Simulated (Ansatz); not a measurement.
# Sc on Al(111): change of the work function, part 3 of 5

Wanted: Δφ(θ) for Sc/Al(111), starting from the top site.

Ansatz 0.2.0; plane-wave DFT, LDA, Ansatz PAW.

So far, work function, upper face (eV): step 2 (the clean slab) 4.16; step 3 (65 atoms, coverage 0.0625 ML, cell 4x4) 3.62.

## 4. Adsorbate added, k-mesh 4×4×1, coverage 0.111 ML

System of this step: Sc/Al(111). The cell holds 37 atoms: 36 Al and 1 Sc. Cell: a = 8.591 Å, b = 8.591 Å, c = 27.889 Å, α = 90.0°, β = 90.0°, γ = 60.0°. Vacuum lies along c.

Another coverage, to see how the dipoles act on each other as their distance changes.

Contents of input.yaml:

```yaml
crystal:
  lattice:
    - [8.5913473915, 0.0, 0.0]
    - [4.2956736957, 7.4403250937, 0.0]
    - [0.0, 0.0, 27.8889911689]
  atoms:
    - { symbol: Al, position: [0.0, 0.0, 0.3227079798] }
    - { symbol: Al, position: [0.1111111111, 0.1111111111, 0.4065499724] }
    - { symbol: Al, position: [0.2222222222, 0.2222222222, 0.4863217039] }
    - { symbol: Al, position: [0.0, 0.0, 0.567732661] }
    - { symbol: Al, position: [0.0, 0.3333333333, 0.3227079798] }
    - { symbol: Al, position: [0.1111111111, 0.4444444444, 0.4065499724] }
    - { symbol: Al, position: [0.2222222222, 0.5555555556, 0.4863217039] }
    - { symbol: Al, position: [0.0, 0.3333333333, 0.567732661] }
    - { symbol: Al, position: [0.0, 0.6666666667, 0.3227079798] }
    - { symbol: Al, position: [0.1111111111, 0.7777777778, 0.4065499724] }
    - { symbol: Al, position: [0.2222222222, 0.8888888889, 0.4863217039] }
    - { symbol: Al, position: [0.0, 0.6666666667, 0.567732661] }
    - { symbol: Al, position: [0.3333333333, 0.0, 0.3227079798] }
    - { symbol: Al, position: [0.4444444444, 0.1111111111, 0.4065499724] }
    - { symbol: Al, position: [0.5555555556, 0.2222222222, 0.4863217039] }
    - { symbol: Al, position: [0.3333333333, 0.0, 0.567732661] }
    - { symbol: Al, position: [0.3333333333, 0.3333333333, 0.3227079798] }
    - { symbol: Al, position: [0.4444444444, 0.4444444444, 0.4065499724] }
    - { symbol: Al, position: [0.5555555556, 0.5555555556, 0.4863217039] }
    - { symbol: Al, position: [0.3333333333, 0.3333333333, 0.567732661] }
    - { symbol: Al, position: [0.3333333333, 0.6666666667, 0.3227079798] }
    - { symbol: Al, position: [0.4444444444, 0.7777777778, 0.4065499724] }
    - { symbol: Al, position: [0.5555555556, 0.8888888889, 0.4863217039] }
    - { symbol: Al, position: [0.3333333333, 0.6666666667, 0.567732661] }
    - { symbol: Al, position: [0.6666666667, 0.0, 0.3227079798] }
    - { symbol: Al, position: [0.7777777778, 0.1111111111, 0.4065499724] }
    - { symbol: Al, position: [0.8888888889, 0.2222222222, 0.4863217039] }
    - { symbol: Al, position: [0.6666666667, 0.0, 0.567732661] }
    - { symbol: Al, position: [0.6666666667, 0.3333333333, 0.3227079798] }
    - { symbol: Al, position: [0.7777777778, 0.4444444444, 0.4065499724] }
    - { symbol: Al, position: [0.8888888889, 0.5555555556, 0.4863217039] }
    - { symbol: Al, position: [0.6666666667, 0.3333333333, 0.567732661] }
    - { symbol: Al, position: [0.6666666667, 0.6666666667, 0.3227079798] }
    - { symbol: Al, position: [0.7777777778, 0.7777777778, 0.4065499724] }
    - { symbol: Al, position: [0.8888888889, 0.8888888889, 0.4863217039] }
    - { symbol: Al, position: [0.6666666667, 0.6666666667, 0.567732661] }
    - { symbol: Sc, position: [0.0, 0.0, 0.6772920202] }
kpoints:
  mp_grid: { grid: [4, 4, 1] }
hamiltonian:
  xc: lda
scf:
  occupations: { method: fermi_dirac, width: 0.1 }
  convergence: { dr2_threshold: 1.0e-08 }
efield:
  axis: 3
  dipole_correction: true
  ramp_position: 0.97
  ramp_width: 0.06
relax:
  f_tol: 0.02
  max_steps: 60
  constraints:
    - { sites: [0, 1, 4, 5, 8, 9, 12, 13, 16, 17, 20, 21, 24, 25, 28, 29, 32, 33] }
output:
  bader: true
  write_potential: true
  write_density: true
  volumetric_format: npy
```

Launch:

```bash
$ ansatz run input.yaml --threads 4 --pin off --max-ram 6144MiB --backend cpu --events-out ev --progress --plain --runs-dir out
```

Output:

```text
[...]
Crystal: 37 atoms, lattice volume = 1782.732 Å³
Basis set: ecut = 420 eV, 34815 PW (Γ)
Bands: 97, of which v1, the nominal top of the filled ones, is band 60 counted from 1 (59 counted from 0)
Symmetry: 6 space group operations
[...]
k-points: 4 of 16 (time reversal used)
[...]
SCF iter   1: F=—  HF=-20541.915665 eV  |F-HF|=—  |Δ(HF+E_count)|=         —  Δρ=9.13e-3  dr2=8.62e0  ethr=1.77e-3  p=0.339 e·Å  D=3.44e-2 V/Å  ΔV_dip=-0.96 eV  dr2_dipole=2.65e0  V_vac-E_F(+/−)=3.25/4.21 eV  ⟨swp⟩=16.0  Hψ=2719  notcnv=0  defer=1
[...]
SCF iter  10: F=-20541.755334 eV  HF=-20541.755334 eV  |F-HF|=4.11e-10  |Δ(HF+E_count)|=   6.41e-9  Δρ=5.17e-7  dr2=9.23e-9  ethr=8.40e-12  p=0.274 e·Å  D=2.78e-2 V/Å  ΔV_dip=-0.78 eV  dr2_dipole=1.29e-10  V_vac-E_F(+/−)=3.33/4.10 eV  ⟨swp⟩=10.8  Hψ=3096  notcnv=0
SCF 1 converged in 10 iterations: F = -20541.755334 eV  dr2 = 9.23e-9
[...]
relax step   1: F+E_penalty+E_count = -20541.75533399 eV  Δ(F+E_penalty+E_count) = +0.000e0 eV  max|allowed force component| = 1.728e0 eV/Å  Δτ_max = 0.0000 Å  (10 SCF iters, accepted)
[...]
SCF iter  10: F=-20542.097599 eV  HF=-20542.097599 eV  |F-HF|=2.98e-10  |Δ(HF+E_count)|=   2.02e-9  Δρ=8.14e-8  dr2=1.67e-10  ethr=8.40e-12  p=0.286 e·Å  D=2.91e-2 V/Å  ΔV_dip=-0.81 eV  dr2_dipole=2.02e-11  V_vac-E_F(+/−)=3.30/4.11 eV  ⟨swp⟩=10.2  Hψ=2290  notcnv=0
SCF 2 converged in 10 iterations: F = -20542.097599 eV  dr2 = 1.67e-10
relax step   2: F+E_penalty+E_count = -20542.09759912 eV  Δ(F+E_penalty+E_count) = -3.423e-1 eV  max|allowed force component| = 1.802e0 eV/Å  Δτ_max = 0.1945 Å  (10 SCF iters, accepted)
SCF iter   1: F=—  HF=-20542.464947 eV  |F-HF|=—  |Δ(HF+E_count)|=         —  Δρ=1.99e-3  dr2=1.09e-1  ethr=1.06e-3  p=0.286 e·Å  D=2.91e-2 V/Å  ΔV_dip=-0.81 eV  dr2_dipole=1.00e-2  V_vac-E_F(+/−)=3.31/4.12 eV  ⟨swp⟩=4.8  Hψ=1039  notcnv=0  defer=4
[...]
SCF iter   9: F=-20542.442509 eV  HF=-20542.442509 eV  |F-HF|=4.92e-9  |Δ(HF+E_count)|=   4.98e-9  Δρ=4.05e-7  dr2=7.82e-9  ethr=8.40e-12  p=0.297 e·Å  D=3.01e-2 V/Å  ΔV_dip=-0.84 eV  dr2_dipole=4.27e-10  V_vac-E_F(+/−)=3.29/4.13 eV  ⟨swp⟩=10.8  Hψ=2597  notcnv=0
SCF 3 converged in 9 iterations: F = -20542.442509 eV  dr2 = 7.82e-9
relax step   3: F+E_penalty+E_count = -20542.44250920 eV  Δ(F+E_penalty+E_count) = -3.449e-1 eV  max|allowed force component| = 1.698e0 eV/Å  Δτ_max = 0.1946 Å  (9 SCF iters, accepted)
[...]
relax step   4: F+E_penalty+E_count = -20542.74819044 eV  Δ(F+E_penalty+E_count) = -3.057e-1 eV  max|allowed force component| = 1.071e0 eV/Å  Δτ_max = 0.1949 Å  (9 SCF iters, accepted)
[...]
relax step   5: F+E_penalty+E_count = -20543.00679256 eV  Δ(F+E_penalty+E_count) = -2.586e-1 eV  max|allowed force component| = 6.429e-1 eV/Å  Δτ_max = 0.1949 Å  (9 SCF iters, accepted)
[...]
relax step   6: F+E_penalty+E_count = -20543.28430991 eV  Δ(F+E_penalty+E_count) = -2.775e-1 eV  max|allowed force component| = 4.486e-1 eV/Å  Δτ_max = 0.2000 Å  (9 SCF iters, accepted)
[...]
relax step   7: F+E_penalty+E_count = -20543.41304514 eV  Δ(F+E_penalty+E_count) = -1.287e-1 eV  max|allowed force component| = 1.287e-1 eV/Å  Δτ_max = 0.1952 Å  (9 SCF iters, accepted)
[...]
relax step   8: F+E_penalty+E_count = -20543.42493939 eV  Δ(F+E_penalty+E_count) = -1.189e-2 eV  max|allowed force component| = 5.927e-2 eV/Å  Δτ_max = 0.0571 Å  (8 SCF iters, accepted)
SCF iter   1: F=—  HF=-20543.427983 eV  |F-HF|=—  |Δ(HF+E_count)|=         —  Δρ=3.44e-4  dr2=1.17e-2  ethr=2.04e-5  p=0.311 e·Å  D=3.15e-2 V/Å  ΔV_dip=-0.88 eV  dr2_dipole=1.46e-3  V_vac-E_F(+/−)=3.31/4.19 eV  ⟨swp⟩=2.0  Hψ=845  notcnv=0  defer=7
[...]
SCF iter   7: F=-20543.427008 eV  HF=-20543.427008 eV  |F-HF|=3.60e-10  |Δ(HF+E_count)|=   3.98e-9  Δρ=1.90e-7  dr2=1.46e-9  ethr=8.40e-12  p=0.310 e·Å  D=3.15e-2 V/Å  ΔV_dip=-0.88 eV  dr2_dipole=5.86e-11  V_vac-E_F(+/−)=3.31/4.19 eV  ⟨swp⟩=10.2  Hψ=2311  notcnv=0
SCF 9 converged in 7 iterations: F = -20543.427008 eV  dr2 = 1.46e-9
relax step   9: F+E_penalty+E_count = -20543.42700759 eV  Δ(F+E_penalty+E_count) = -2.068e-3 eV  max|allowed force component| = 4.213e-3 eV/Å  Δτ_max = 0.0186 Å  (7 SCF iters, accepted)
[...]
SCF converged after 7 iterations
Free energy (F): -20543.427008 eV
[...]
Internal energy: -20542.830261 eV  (E = F + TS)
E sigma→0 (E₀):  -20543.128634 eV
Entropy (-TS):   -0.596747 eV (-16.128 meV/atom)
Fermi energy:    0.310570 eV
Dipole field:    D = 0.031511 V/Å  (p = 0.310447 e·Å, saw-weighted, corrected)
Work function:   Φ+ = 3.3078 eV   Φ− = 4.1866 eV
[...]
--- Forces (eV/Å), atoms counted from 1 ---
  atom   1  Al     0.00000000     0.00000000     0.11730369
  atom   2  Al     0.01608774     0.00928826    -0.21017499
  atom   3  Al    -0.00026129    -0.00015086    -0.00195989
  atom   4  Al     0.00000000     0.00000000     0.00252987
  atom   5  Al    -0.01073911    -0.04558718     0.16116825
  atom   6  Al     0.01237673    -0.00714571     0.03826681
  atom   7  Al    -0.00000000     0.00030171    -0.00195989
  atom   8  Al    -0.00040013     0.00044422    -0.00041457
  atom   9  Al     0.03411010     0.03209394     0.16116825
  atom  10  Al     0.00000000    -0.01857652    -0.21017499
  atom  11  Al     0.00084609    -0.00048849     0.00184252
  atom  12  Al    -0.00058477     0.00012442    -0.00041457
  atom  13  Al    -0.04484921     0.01349325     0.16116825
  atom  14  Al    -0.00000000     0.01429142     0.03826681
  atom  15  Al     0.00026129    -0.00015086    -0.00195989
  atom  16  Al     0.00018464    -0.00056864    -0.00041457
  atom  17  Al     0.00000000     0.00000000     0.13107585
  atom  18  Al    -0.01237673    -0.00714571     0.03826681
  atom  19  Al    -0.00035690    -0.00020606    -0.00421267
  atom  20  Al    -0.00000000    -0.00000000     0.00104530
  atom  21  Al    -0.03411010     0.03209394     0.16116825
  atom  22  Al     0.24557683    -0.14178385    -0.27300518
  atom  23  Al    -0.00000000     0.00041211    -0.00421267
  atom  24  Al     0.00058477     0.00012442    -0.00041457
  atom  25  Al     0.04484921     0.01349325     0.16116825
  atom  26  Al    -0.01608774     0.00928826    -0.21017499
  atom  27  Al    -0.00000000     0.00097698     0.00184252
  atom  28  Al    -0.00018464    -0.00056864    -0.00041457
  atom  29  Al     0.01073911    -0.04558718     0.16116825
  atom  30  Al    -0.00000000     0.28356770    -0.27300518
  atom  31  Al     0.00035690    -0.00020606    -0.00421267
  atom  32  Al     0.00040013     0.00044422    -0.00041457
  atom  33  Al     0.00000000     0.00000000     0.13227794
  atom  34  Al    -0.24557683    -0.14178385    -0.27300518
  atom  35  Al    -0.00084609    -0.00048849     0.00184252
  atom  36  Al    -0.00000000    -0.00000000     0.00069980
  atom  37  Sc     0.00000000    -0.00000000    -0.00247895
  max |Σ_I F_I| component: 7.55e-4 eV/Å
--- Band table (eV) ---
  k-point 0: bands = [... 56 lower, -0.2972, -0.2972, -0.1320, -0.1320, -0.0575, 0.0284, 0.2375, 0.4944, ... 33 higher]
  k-point 1: bands = [... 56 lower, -0.0406, -0.0125, 0.0424, 0.1113, 0.1982, 0.2570, 0.5357, 0.7009, ... 33 higher]
  k-point 2: bands = [... 56 lower, 0.2364, 0.3264, 0.3298, 0.3797, 0.4186, 0.5877, 0.8941, 1.0545, ... 33 higher]
  k-point 3: bands = [... 56 lower, 0.2225, 0.2611, 0.4380, 0.4850, 0.5366, 0.5996, 0.6704, 0.7535, ... 33 higher]
--- Relaxed structure (9 steps of the walk, 9 accepted, 0 SCFs on fresh bases) ---
  F+E_penalty+E_count = -20543.42700759 eV   max|allowed force component| = 4.213e-3 eV/Å
  atoms:
    - { symbol: Al, position: [0.0, 0.0, 0.322708] }
    - { symbol: Al, position: [0.111111, 0.111111, 0.4065499724] }
    - { symbol: Al, position: [0.221136, 0.221136, 0.489193] }
    - { symbol: Al, position: [-7.972073e-18, 0, 0.545612] }
    - { symbol: Al, position: [0.0, 0.333333, 0.322708] }
    - { symbol: Al, position: [0.111111, 0.444444, 0.4065499724] }
    - { symbol: Al, position: [0.221136, 0.557728, 0.489193] }
    - { symbol: Al, position: [8.510795e-5, 0.323015, 0.575683] }
    - { symbol: Al, position: [0.0, 0.666667, 0.322708] }
    - { symbol: Al, position: [0.111111, 0.777778, 0.4065499724] }
    - { symbol: Al, position: [0.242739, 0.878630, 0.483147] }
    - { symbol: Al, position: [8.510795e-5, 0.676900, 0.575683] }
    - { symbol: Al, position: [0.3333333333, 0, 0.322708] }
    - { symbol: Al, position: [0.444444, 0.111111, 0.4065499724] }
    - { symbol: Al, position: [0.557728, 0.221136, 0.489193] }
    - { symbol: Al, position: [0.323015, 8.510795e-5, 0.575683] }
    - { symbol: Al, position: [0.333333, 0.333333, 0.322708] }
    - { symbol: Al, position: [0.444444, 0.444444, 0.4065499724] }
    - { symbol: Al, position: [0.554207, 0.554207, 0.489780] }
    - { symbol: Al, position: [0.333333, 0.333333, 0.569917] }
    - { symbol: Al, position: [0.333333, 0.666667, 0.322708] }
    - { symbol: Al, position: [0.444444, 0.777778, 0.4065499724] }
    - { symbol: Al, position: [0.554207, 0.891586, 0.489780] }
    - { symbol: Al, position: [0.323015, 0.676900, 0.575683] }
    - { symbol: Al, position: [0.6666666667, 0.0, 0.322708] }
    - { symbol: Al, position: [0.7777777778, 0.111111, 0.4065499724] }
    - { symbol: Al, position: [0.878630, 0.242739, 0.483147] }
    - { symbol: Al, position: [0.676900, 8.510795e-5, 0.575683] }
    - { symbol: Al, position: [0.6666666667, 0.333333, 0.322708] }
    - { symbol: Al, position: [0.777778, 0.444444, 0.4065499724] }
    - { symbol: Al, position: [0.891586, 0.554207, 0.489780] }
    - { symbol: Al, position: [0.676900, 0.323015, 0.575683] }
    - { symbol: Al, position: [0.666667, 0.666667, 0.322708] }
    - { symbol: Al, position: [0.7777777778, 0.777778, 0.4065499724] }
    - { symbol: Al, position: [0.878630, 0.878630, 0.483147] }
    - { symbol: Al, position: [0.666667, 0.666667, 0.569988] }
    - { symbol: Sc, position: [-1.558471e-17, 0, 0.634049] }
--- Bader charges: 37 sites ---
  site symbol  charge [e]  shift [e]
     0     Al     -0.0081     0.0000
     1     Al     -0.0113     0.0000
     2     Al     -0.0072     0.0000
     3     Al     -0.2918     0.0064
     4     Al      0.0281     0.0000
     5     Al     -0.0267     0.0000
     6     Al     -0.0072     0.0000
     7     Al     -0.0374     0.0000
     8     Al      0.0281     0.0000
     9     Al     -0.0113     0.0000
    10     Al     -0.0983     0.0019
    11     Al     -0.0374     0.0000
    12     Al      0.0281     0.0000
    13     Al     -0.0267     0.0000
    14     Al     -0.0072     0.0000
    15     Al     -0.0374     0.0000
    16     Al      0.0241     0.0000
    17     Al     -0.0267     0.0000
    18     Al      0.0012     0.0000
    19     Al     -0.0323     0.0000
    20     Al      0.0281     0.0000
    21     Al     -0.0065     0.0005
    22     Al      0.0012     0.0000
    23     Al     -0.0374     0.0000
    24     Al      0.0282     0.0000
    25     Al     -0.0113     0.0000
    26     Al     -0.0983     0.0019
    27     Al     -0.0374     0.0000
    28     Al      0.0282     0.0000
    29     Al     -0.0065     0.0005
    30     Al      0.0012     0.0000
    31     Al     -0.0374     0.0000
    32     Al      0.0243     0.0000
    33     Al     -0.0066     0.0005
    34     Al     -0.0983     0.0019
    35     Al     -0.0699     0.0000
    36     Sc      0.8555     0.0021
  estimated error of the sums over rays = 4.2e-4 e
```

Wall time 3.9 min (4 threads of Arm Neoverse V2, shared host); peak memory 3.1 GiB; 13 min of CPU time.

Step by step:

```csv
step,energy less that of the first step (eV),largest force component (eV/Å)
1,0.0000,1.7279
2,-0.3423,1.8022
3,-0.6872,1.6983
4,-0.9929,1.0707
5,-1.2515,0.6429
6,-1.5290,0.4486
7,-1.6577,0.1287
8,-1.6696,0.0593
9,-1.6717,0.0042
```

The run keeps the 6 symmetry operations that the program found, so distortions that break them were not tested.

The atoms that moved most (Å):

| atom | dx | dy | dz | length |
| --- | --- | --- | --- | --- |
| Sc37 | 0.000 | 0.000 | -1.206 | 1.206 |
| Al4 | 0.000 | 0.000 | -0.617 | 0.617 |
| Al8 | -0.044 | -0.077 | 0.222 | 0.239 |
| Al28 | 0.088 | 0.001 | 0.222 | 0.239 |
| Al16 | -0.088 | 0.001 | 0.222 | 0.239 |
| Al32 | 0.044 | -0.077 | 0.222 | 0.239 |
| Al12 | 0.045 | 0.076 | 0.222 | 0.239 |
| Al24 | -0.045 | 0.076 | 0.222 | 0.239 |

Final coordinates:

```cif
data_structure
_symmetry_space_group_name_H-M 'P 1'
_symmetry_Int_Tables_number 1
_cell_length_a 8.5913
_cell_length_b 8.5913
_cell_length_c 27.8890
_cell_angle_alpha 90.000
_cell_angle_beta 90.000
_cell_angle_gamma 60.000
_cell_volume 1782.73
loop_
_atom_site_label
_atom_site_type_symbol
_atom_site_fract_x
_atom_site_fract_y
_atom_site_fract_z
_atom_site_occupancy
Al1 Al 0.00000 0.00000 0.32271 1
Al2 Al 0.11111 0.11111 0.40655 1
Al3 Al 0.22114 0.22114 0.48919 1
Al4 Al 0.00000 0.00000 0.54561 1
Al5 Al 0.00000 0.33333 0.32271 1
Al6 Al 0.11111 0.44444 0.40655 1
Al7 Al 0.22114 0.55773 0.48919 1
Al8 Al 0.00009 0.32302 0.57568 1
Al9 Al 0.00000 0.66667 0.32271 1
Al10 Al 0.11111 0.77778 0.40655 1
Al11 Al 0.24274 0.87863 0.48315 1
Al12 Al 0.00009 0.67690 0.57568 1
Al13 Al 0.33333 0.00000 0.32271 1
Al14 Al 0.44444 0.11111 0.40655 1
Al15 Al 0.55773 0.22114 0.48919 1
Al16 Al 0.32302 0.00009 0.57568 1
Al17 Al 0.33333 0.33333 0.32271 1
Al18 Al 0.44444 0.44444 0.40655 1
Al19 Al 0.55421 0.55421 0.48978 1
Al20 Al 0.33333 0.33333 0.56992 1
Al21 Al 0.33333 0.66667 0.32271 1
Al22 Al 0.44444 0.77778 0.40655 1
Al23 Al 0.55421 0.89159 0.48978 1
Al24 Al 0.32302 0.67690 0.57568 1
Al25 Al 0.66667 0.00000 0.32271 1
Al26 Al 0.77778 0.11111 0.40655 1
Al27 Al 0.87863 0.24274 0.48315 1
Al28 Al 0.67690 0.00009 0.57568 1
Al29 Al 0.66667 0.33333 0.32271 1
Al30 Al 0.77778 0.44444 0.40655 1
Al31 Al 0.89159 0.55421 0.48978 1
Al32 Al 0.67690 0.32302 0.57568 1
Al33 Al 0.66667 0.66667 0.32271 1
Al34 Al 0.77778 0.77778 0.40655 1
Al35 Al 0.87863 0.87863 0.48315 1
Al36 Al 0.66667 0.66667 0.56999 1
Sc37 Sc 0.00000 0.00000 0.63405 1
```

Read from the output:

* energy at zero smearing: -20543.1286 eV
* work function, upper face: 3.308 eV
* work function, lower face: 4.187 eV
* dipole along the normal: 0.3104 e·Å
* step between the vacuum levels: -0.8788 eV

The relaxation took 9 steps and lowered the energy by 1.7 eV; the largest force on the free atoms ends at 0.0042 eV/Å.

The covered face has 3.31 eV, -0.85 eV against the clean one; the bare back face has moved by +0.05 eV, a measure of how thin the slab is.

(Continued in part 4 of 5.)

[Long decimals in the printed logs are rounded to 6 places.]

[Logs are printed without paths, hosts, clocks, repeated set-up lines and the standing remarks that a program may print on its own settings, such as how far it seeks lower states.]

[Hosts, paths, dates, database ids (printed as entryN), source tags and the programs' standing remarks are cut or masked in the printed files.]

[Maps of the electrostatic potential energy from Ansatz leave out the sawtooth potential of an applied field or a dipole correction, so their vacuum need not be flat; planar profiles and work functions include it.]
